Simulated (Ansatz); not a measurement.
**SnTeSe monolayer, Janus: modes against uniaxial strain along the armchair direction, normal to a, with the width clamped**

Aim: how do the optical modes of SnTeSe monolayer, Janus shift and split under this strain?

Calculated with Ansatz 0.2.0; DFT PBE, scalar-relativistic, plane waves, PAW; PAW set soft_1.

### 1. Starting point

The cell holds 3 atoms: 1 Sn, 1 Se and 1 Te. Cell: a = 3.800 Å, b = 3.800 Å, c = 30.000 Å, α = 90.0°, β = 90.0°, γ = 120.0°. Vacuum lies along c. The height across the vacuum is the one that the program set for its solve, not the one typed.

### 2. A rough relaxation first

A rough relaxation comes first, because large forces or stress need no tight tolerances yet. The program lengthens the typed cell of 20.0 Å along the normal to 30.0 Å, as its cut-off of the electrostatics needs, and moves no atom.

The input, input.yaml:

```yaml
crystal:
  lattice:
    - [3.8, 0.0, 0.0]
    - [-1.9, 3.2909, 0.0]
    - [0.0, 0.0, 20.0]
  atoms:
    - { symbol: Sn, position: [0.0, 0.0, 0.5] }
    - { symbol: Se, position: [0.333333, 0.666667, 0.575] }
    - { symbol: Te, position: [0.666667, 0.333333, 0.42] }
  periodic: [true, true, false]
kpoints:
  mp_grid: { grid: [6, 6, 1] }
hamiltonian:
  xc: pbe
  pseudopotentials: { kind: paw, azcp: { folder: soft_1 } }
scf:
  occupations: { method: gaussian, width: 0.1 }
output:
  forces: true
  stress: true
  eigenvalues: true
relax:
  adjacent_minimum: "off"
  f_tol: 0.05
  max_steps: 80
  cell: { stress_2d_tol: 0.02 }
```

The run is started by

```console
$ ansatz run input.yaml --threads 8 --pin off --max-ram 16384MiB --backend cpu --events-out ev --progress --plain --runs-dir out
```

Numbers of over 12 decimals in the logs are rounded to 6 here.

Log:

```text
[...]
F+E_penalty+E_count = -18473.95529818 eV   max|allowed force component| = 9.252e-3 eV/Å   (the final SCF, on the basis selected at the relaxed cell)
  cell:  # Å, volume = 411.3215 Å³
    - [3.978916, 0.0, 0]
    - [-1.989458, 3.445842, 0]
    - [0, 0, 30.0]
  atoms:
    - { symbol: Sn, position: [2.4277589190853925e-18, 0, 0.335732] }
    - { symbol: Se, position: [0.333333, 0.666667, 0.387651] }
    - { symbol: Te, position: [0.666667, 0.333333, 0.273284] }
[key lines of the parts left out:]
SCF converged after 9 iterations
Free energy (F): -18473.955298 eV
Fermi energy:    -5.211949 eV
P = ½ c Tr σ = -0.0092 N/m
```

Run time: 9.4 s. Hardware: 8 threads of AMD EPYC 7B13 (Zen 3), shared host; peak memory 0.93 GiB; 64 s of CPU time.

Relaxation path:

| step | energy less that of the first step (eV) | largest force component (eV/Å) | volume (Å³) |
| --- | --- | --- | --- |
| 1 | 0.0000 | 2.9974 | 375.16 |
| 2 | -0.5845 | 0.5106 | 382.40 |
| 3 | -0.6702 | 0.3523 | 402.19 |
| 4 | -0.6490 | 0.7331 | 409.15 |
| 5 | -0.6863 | 0.0559 | 410.33 |
| 6 | -0.6865 | 0.0093 | 411.32 |
| 7* | -0.6872 | 0.0093 | 411.32 |

Relaxation steps marked * repeat the geometry before them on a plane-wave basis chosen anew for their cell, so energy and pressure can jump there. Relaxation step 4 was tried and not accepted.

Forces are held to the 6 operations that the run works with; a distortion that breaks them can't arise in this run.

| cell as run | before | after | change |
| --- | --- | --- | --- |
| a (Å) | 3.800 | 3.979 | +4.7 % |
| b (Å) | 3.800 | 3.979 | +4.7 % |

The atoms that moved most (Å, along periodic axes as changes of fractional coordinates times the final cell, across vacuum about the mean position):

| atom | dx | dy | dz | length |
| --- | --- | --- | --- | --- |
| Te3 | 0.000 | 0.000 | -0.201 | 0.201 |
| Se2 | 0.000 | 0.000 | 0.130 | 0.130 |
| Sn1 | 0.000 | 0.000 | 0.072 | 0.072 |

Final coordinates:

```cif
data_structure
_symmetry_space_group_name_H-M 'P 1'
_symmetry_Int_Tables_number 1
_cell_length_a 3.9789
_cell_length_b 3.9789
_cell_length_c 30.0000
_cell_angle_alpha 90.000
_cell_angle_beta 90.000
_cell_angle_gamma 120.000
_cell_volume 411.32
loop_
_atom_site_label
_atom_site_type_symbol
_atom_site_fract_x
_atom_site_fract_y
_atom_site_fract_z
_atom_site_occupancy
Sn1 Sn 0.00000 0.00000 0.33573 1
Se2 Se 0.33333 0.66667 0.38765 1
Te3 Te 0.66667 0.33333 0.27328 1
```

This step gave:

```yaml
gap_on_the_k_mesh: 0 eV
area_per_atom: 4.57 Å²
```

The relaxation ends with a largest force component of 0.0093 eV/Å.

### 3. Relaxation

Harmonic phonons are second derivatives at a point where the forces vanish, and they are wanted at zero stress, so atoms and cell are relaxed first.

The input, input.yaml:

```yaml
crystal:
  lattice:
    - [3.9789159145, 0.0, 0.0]
    - [-1.9894579572, 3.4458422614, 0.0]
    - [0.0, 0.0, 30.0]
  atoms:
    - { symbol: Sn, position: [0.0, 0.0, 0.3357321029] }
    - { symbol: Se, position: [0.3333333333, 0.6666666667, 0.3876506041] }
    - { symbol: Te, position: [0.6666666667, 0.3333333333, 0.2732839597] }
  periodic: [true, true, false]
kpoints:
  mp_grid: { grid: [12, 12, 1] }
hamiltonian:
  xc: pbe
  pseudopotentials: { kind: paw, azcp: { folder: soft_1 } }
scf:
  occupations: { method: gaussian, width: 0.1 }
output:
  forces: true
  stress: true
  eigenvalues: true
  write_density: true
  write_potential: true
  elf: true
  volumetric_format: npy
relax:
  adjacent_minimum: "off"
  f_tol: 0.005
  max_steps: 80
  cell: { stress_2d_tol: 0.02 }
```

Log:

```text
[...]
Crystal: 3 atoms, lattice volume = 411.321 Å³
Basis set: ecut = 420 eV, 8117 PW (Γ), exchange–correlation on 54×54×432 points (8 copies of the dense FFT grid, shifted against one another)
Bands: 28, of which v1, the nominal top of the filled ones, is band 23 counted from 1 (22 counted from 0)
Symmetry: 6 space group operations
[...]
k-points: 19 of 144 (time reversal used)
[...]
SCF iter  10: F=-18473.957440 eV  HF=-18473.957440 eV  |F-HF|=4.68e-9  |Δ(HF+E_count)|=   3.31e-8  Δρ=2.05e-7  dr2=1.39e-10  ethr=4.41e-12  ⟨swp⟩=9.8  Hψ=3780  notcnv=0
SCF 1 converged in 10 iterations: F = -18473.957440 eV  dr2 = 1.39e-10
[...]
relax step   1: F+E_penalty+E_count = -18473.95744007 eV  Δ(F+E_penalty+E_count) = +0.000e0 eV  max|allowed force component| = 1.361e-1 eV/Å  Δτ_max = 0.0000 Å  P = +0.028 N/m  Ω = 411.321 Å³  fix = [c, alpha, beta]  reactions: c +0.000 N/m  (10 SCF iters, dr2 threshold 1.00e-7 eV, accepted)
Crystal: 3 atoms, lattice volume = 412.837 Å³
Basis set: ecut = 420 eV, 8153 PW (Γ), exchange–correlation on 54×54×432 points (8 copies of the dense FFT grid, shifted against one another)
[...]
SCF iter   6: F=-18473.958973 eV  HF=-18473.958973 eV  |F-HF|=5.06e-8  |Δ(HF+E_count)|=   1.61e-7  Δρ=1.91e-6  dr2=1.99e-8  ethr=6.52e-10  ⟨swp⟩=15.1  Hψ=4740  notcnv=0
SCF 2 converged in 6 iterations: F = -18473.958973 eV  dr2 = 1.99e-8
relax step   2: F+E_penalty+E_count = -18473.95897274 eV  Δ(F+E_penalty+E_count) = -1.533e-3 eV  max|allowed force component| = 4.689e-2 eV/Å  Δτ_max = 0.0238 Å  P = +0.131 N/m  Ω = 412.837 Å³  energy of the carried Pulay correction = -2.990e-5 eV  fix = [c, alpha, beta]  reactions: c +0.000 N/m  (6 SCF iters, dr2 threshold 3.00e-7 eV, accepted)
Crystal: 3 atoms, lattice volume = 413.313 Å³
Basis set: ecut = 420 eV, 8177 PW (Γ), exchange–correlation on 54×54×432 points (8 copies of the dense FFT grid, shifted against one another)
[...]
SCF iter   5: F=-18473.959135 eV  HF=-18473.959135 eV  |F-HF|=8.88e-9  |Δ(HF+E_count)|=   6.20e-8  Δρ=1.22e-6  dr2=7.47e-9  ethr=2.99e-10  ⟨swp⟩=19.2  Hψ=5118  notcnv=0
SCF 3 converged in 5 iterations: F = -18473.959135 eV  dr2 = 7.47e-9
relax step   3: F+E_penalty+E_count = -18473.95913496 eV  Δ(F+E_penalty+E_count) = -1.622e-4 eV  max|allowed force component| = 3.677e-2 eV/Å  Δτ_max = 0.0068 Å  P = +0.000 N/m  Ω = 413.313 Å³  energy of the carried Pulay correction = -3.926e-5 eV  fix = [c, alpha, beta]  reactions: c +0.000 N/m  (5 SCF iters, dr2 threshold 1.37e-7 eV, accepted)
[...]
relax step   4: F+E_penalty+E_count = -18473.95920586 eV  Δ(F+E_penalty+E_count) = -7.090e-5 eV  max|allowed force component| = 1.775e-2 eV/Å  Δτ_max = 0.0051 Å  P = -0.014 N/m  Ω = 413.910 Å³  energy of the carried Pulay correction = -5.099e-5 eV  fix = [c, alpha, beta]  reactions: c -0.000 N/m  (4 SCF iters, dr2 threshold 8.45e-8 eV, accepted)
[...]
relax step   5: F+E_penalty+E_count = -18473.95922957 eV  Δ(F+E_penalty+E_count) = -2.371e-5 eV  max|allowed force component| = 4.484e-5 eV/Å  Δτ_max = 0.0012 Å  P = -0.000 N/m  Ω = 413.690 Å³  energy of the carried Pulay correction = -4.667e-5 eV  fix = [c, alpha, beta]  reactions: c -0.000 N/m  (4 SCF iters, dr2 threshold 1.97e-8 eV, accepted)
[...]
SCF iter   8: F=-18473.959279 eV  HF=-18473.959279 eV  |F-HF|=3.46e-10  |Δ(HF+E_count)|=  1.64e-10  Δρ=3.70e-9  dr2=5.82e-14  ethr=1.00e-12  ⟨swp⟩=7.0  Hψ=2456  notcnv=0
SCF 6 converged in 8 iterations: F = -18473.959279 eV  dr2 = 5.82e-14
relax step   6: F+E_penalty+E_count = -18473.95927895 eV  Δ(F+E_penalty+E_count) = -4.938e-5 eV  max|allowed force component| = 4.172e-5 eV/Å  Δτ_max = 0.0000 Å  P = -0.000 N/m  Ω = 413.690 Å³  fix = [c, alpha, beta]  reactions: c -0.000 N/m  stress off target by 2.28e-4 N/m on what of the cell is left free  SCF on the basis re-selected at this cell (its energy is not comparable with the rows above)  (8 SCF iters)
[...]
SCF converged after 8 iterations
Free energy (F): -18473.959279 eV
[...]
Internal energy: -18473.953062 eV  (E = F + TS)
E sigma→0 (E₀):  -18473.956171 eV
Entropy (-TS):   -0.006217 eV (-2.072 meV/atom)
Fermi energy:    -5.221621 eV
[...]
--- Forces (eV/Å), atoms counted from 1 ---
  atom   1  Sn    -0.00000000     0.00000000     0.00004173
  atom   2  Se    -0.00000000    -0.00000000    -0.00002923
  atom   3  Te     0.00000000     0.00000000    -0.00001248
  max |Σ_I F_I| component: 2.41e-8 eV/Å
--- 2D stress c σ (N/m, compression-positive) ---
       -0.000228       0.000000      -0.000000
        0.000000      -0.000228       0.000000
       -0.000000       0.000000      -0.000000
  P = ½ c Tr σ = -0.0002 N/m
--- Band table (eV; the first three rows and the last of 19) ---
  k-point 0: bands = [... 19 lower, -6.4007, -6.4007, -5.1481, -5.1481, -4.5741, -2.5081, -1.6505, -1.6505, ... 1 higher]
  k-point 1: bands = [... 19 lower, -6.8379, -6.5330, -5.6884, -5.1915, -4.1797, -2.1996, -1.6720 (-1.6720°), -1.5008, ... 1 higher]
  k-point 2: bands = [... 19 lower, -6.8507, -6.8469, -6.5018, -5.3183, -3.9209, -2.2348, -1.1566 (-1.1566°), -1.0134, ... 1 higher]
  k-point 18: bands = [... 19 lower, -9.0015, -8.8064, -6.6600, -6.3929, -4.4681, -1.3222, -0.7850, -0.0758, ... 1 higher]
  ° read free of the cell's end (the report's vacuum.weakly_bound_levels)
--- Relaxed structure (5 steps of the walk, 5 accepted, 1 SCFs on fresh bases) ---
[...]
cell:  # Å, volume = 413.6900 Å³
    - [3.990355, -2.8950501987014847e-11, 0]
    - [-1.995178, 3.455749, 0]
    - [0, 0, 30.0]
  atoms:
    - { symbol: Sn, position: [0, 0, 0.335350] }
    - { symbol: Se, position: [0.333333, 0.666667, 0.387389] }
    - { symbol: Te, position: [0.666667, 0.333333, 0.273928] }
```

It took 17 s on 8 threads; peak memory 1.2 GiB; 2.1 min of CPU time.

Step by step:

| step | energy less that of the first step (eV) | largest force component (eV/Å) | volume (Å³) |
| --- | --- | --- | --- |
| 1 | 0.0000 | 0.1361 | 411.32 |
| 2 | -0.0015 | 0.0469 | 412.84 |
| 3 | -0.0017 | 0.0368 | 413.31 |
| 4 | -0.0018 | 0.0177 | 413.91 |
| 5 | -0.0018 | 0.0000 | 413.69 |
| 6* | -0.0018 | 0.0000 | 413.69 |

Relaxation steps marked * repeat the geometry before them on a plane-wave basis chosen anew for their cell, so energy and pressure can jump there.

The run keeps the 6 symmetry operations that it works with, so distortions that break them were not tested.

| cell as run | before | after | change |
| --- | --- | --- | --- |
| a (Å) | 3.979 | 3.990 | +0.3 % |
| b (Å) | 3.979 | 3.990 | +0.3 % |

The atoms that moved most (Å, along periodic axes as changes of fractional coordinates times the final cell, across vacuum about the mean position):

| atom | dx | dy | dz | length |
| --- | --- | --- | --- | --- |
| Te3 | 0.000 | 0.000 | 0.019 | 0.019 |
| Sn1 | 0.000 | 0.000 | -0.011 | 0.011 |
| Se2 | 0.000 | 0.000 | -0.008 | 0.008 |

Final coordinates:

```xyz
3
Lattice="3.9904 0.0000 0.0000 -1.9952 3.4557 0.0000 0.0000 0.0000 30.0000" Properties=species:S:1:pos:R:3
Sn    0.0000    0.0000   10.0605
Se    0.0000    2.3038   11.6217
Te    1.9952    1.1519    8.2178
```

This step gave:

```
area per atom : 4.597 Å²
```

Electrostatic potential energy in the ac plane at fractional y = 0.000, with atoms of Sn within 0.2 Å of it. With pseudopotentials it is smooth inside the atoms' cores, unlike the true potential.

Values in eV, 24 rows by 14 columns, each cell a mean:
```
  0   0   0   0   0   0   0   0   0   0   0   0   0   0
  0   0   0   0   0   0   0   0   0   0   0   0   0   0
  0   0   0   0   0   0   0   0   0   0   0   0   0   0
  0   0   0   0   0   0   0   0   0   0   0   0   0   0
  0   0   0   0   0   0   0   0   0   0   0   0   0   0
  0   0   0   0   0   0   0   0   0   0   0   0   0   0
  0   0   0   0   0   0   0   0   0   0   0   0   0   0
  0   0   0   0   0   0   0   0   0   0   0   0   0   0
  0   0   0   0   0   0   0   0   0   0   0   0   0   0
  0   0   0   0   0   0   0   0   0   0   0   0   0   0
  0   0   0   0   0   0   0   0   0   0   0   0   0   0
  0   0   0   0   0   0   0   0   0   0   0   0   0   0
  0   0   0   0   0   0   0   0   0   0   0   0   0   0
  0   0   0   0   0  -1  -1  -1  -1   0   0   0   0   0
 -4  -4  -3  -3  -3  -4  -5  -6  -5  -4  -3  -3  -3  -4
 -6  -9 -11 -10  -8  -5  -4  -3  -4  -6  -9 -11 -11  -8
 -9 -10 -10  -9  -7  -5  -4  -4  -4  -5  -7  -9 -10  -9
 -2  -2  -2  -3  -4  -6  -8  -9  -8  -6  -4  -3  -2  -2
  0   0  -1  -1  -1  -1  -2  -2  -2  -1  -1  -1  -1   0
  0   0   0   0   0   0   0   0   0   0   0   0   0   0
  0   0   0   0   0   0   0   0   0   0   0   0   0   0
  0   0   0   0   0   0   0   0   0   0   0   0   0   0
  0   0   0   0   0   0   0   0   0   0   0   0   0   0
  0   0   0   0   0   0   0   0   0   0   0   0   0   0
```
Columns run along a (4.0 Å; values clipped at the 3rd and 97th percentile), rows up along c (30.0 Å). Atoms in or near the plane, at fractional coordinates: Sn at (0.00, 0.34).

Valence density in the ac plane at fractional y = 0.000, with atoms of Sn within 0.2 Å of it. It is the smooth field of the valence electrons, not physical close to the nuclei.

Values in units of 1e0 e/Å³, 24 rows by 14 columns, each cell a mean:
```
0.0 0.0 0.0 0.0 0.0 0.0 0.0 0.0 0.0 0.0 0.0 0.0 0.0 0.0
0.0 0.0 0.0 0.0 0.0 0.0 0.0 0.0 0.0 0.0 0.0 0.0 0.0 0.0
0.0 0.0 0.0 0.0 0.0 0.0 0.0 0.0 0.0 0.0 0.0 0.0 0.0 0.0
0.0 0.0 0.0 0.0 0.0 0.0 0.0 0.0 0.0 0.0 0.0 0.0 0.0 0.0
0.0 0.0 0.0 0.0 0.0 0.0 0.0 0.0 0.0 0.0 0.0 0.0 0.0 0.0
0.0 0.0 0.0 0.0 0.0 0.0 0.0 0.0 0.0 0.0 0.0 0.0 0.0 0.0
0.0 0.0 0.0 0.0 0.0 0.0 0.0 0.0 0.0 0.0 0.0 0.0 0.0 0.0
0.0 0.0 0.0 0.0 0.0 0.0 0.0 0.0 0.0 0.0 0.0 0.0 0.0 0.0
0.0 0.0 0.0 0.0 0.0 0.0 0.0 0.0 0.0 0.0 0.0 0.0 0.0 0.0
0.0 0.0 0.0 0.0 0.0 0.0 0.0 0.0 0.0 0.0 0.0 0.0 0.0 0.0
0.0 0.0 0.0 0.0 0.0 0.0 0.0 0.0 0.0 0.0 0.0 0.0 0.0 0.0
0.0 0.0 0.0 0.0 0.0 0.0 0.0 0.0 0.0 0.0 0.0 0.0 0.0 0.0
0.0 0.0 0.0 0.0 0.0 0.0 0.0 0.0 0.0 0.0 0.0 0.0 0.0 0.0
0.0 0.0 0.0 0.0 0.0 0.0 0.0 0.0 0.0 0.0 0.0 0.0 0.0 0.0
0.1 0.1 0.1 0.1 0.2 0.2 0.2 0.3 0.2 0.2 0.1 0.1 0.1 0.1
6.3 4.6 1.8 0.5 0.2 0.2 0.1 0.1 0.2 0.2 0.3 0.8 2.6 5.1
3.2 2.3 1.0 0.4 0.2 0.2 0.2 0.2 0.2 0.2 0.2 0.5 1.4 2.6
0.1 0.1 0.1 0.1 0.2 0.2 0.3 0.3 0.3 0.2 0.2 0.1 0.1 0.1
0.0 0.0 0.0 0.0 0.0 0.0 0.1 0.1 0.1 0.0 0.0 0.0 0.0 0.0
0.0 0.0 0.0 0.0 0.0 0.0 0.0 0.0 0.0 0.0 0.0 0.0 0.0 0.0
0.0 0.0 0.0 0.0 0.0 0.0 0.0 0.0 0.0 0.0 0.0 0.0 0.0 0.0
0.0 0.0 0.0 0.0 0.0 0.0 0.0 0.0 0.0 0.0 0.0 0.0 0.0 0.0
0.0 0.0 0.0 0.0 0.0 0.0 0.0 0.0 0.0 0.0 0.0 0.0 0.0 0.0
0.0 0.0 0.0 0.0 0.0 0.0 0.0 0.0 0.0 0.0 0.0 0.0 0.0 0.0
```
Columns run along a (4.0 Å), rows up along c (30.0 Å). Atoms in or near the plane, at fractional coordinates: Sn at (0.00, 0.34).

ELF in the ac plane at fractional y = 0.000, with atoms of Sn within 0.2 Å of it. It is the smooth field of the valence electrons, not physical close to the nuclei.

Ten even steps from '0' (0.00) to '9' (0.69), each cell a mean:
```
00000000000000
00000000000000
00000000000000
00000000000000
00000000000000
00000000000000
00000000000000
00000000000000
00000000000000
00000000000000
00000000000000
00000000000000
00000000000000
00012456542000
11247999986321
11244544454321
22345655565432
11258999997421
00024677753100
00000000000000
00000000000000
00000000000000
00000000000000
00000000000000
```
Columns run along a (4.0 Å), rows up along c (30.0 Å). Atoms in or near the plane, at fractional coordinates: Sn at (0.00, 0.34).

[end of part 1 of 3]

[Logs are printed without paths, hosts, clocks, repeated set-up lines and the standing remarks that a program may print on its own settings, such as how far it seeks lower states.]

[Hosts, paths, dates, database ids (printed as entryN), source tags and the programs' standing remarks are cut or masked in the printed files.]
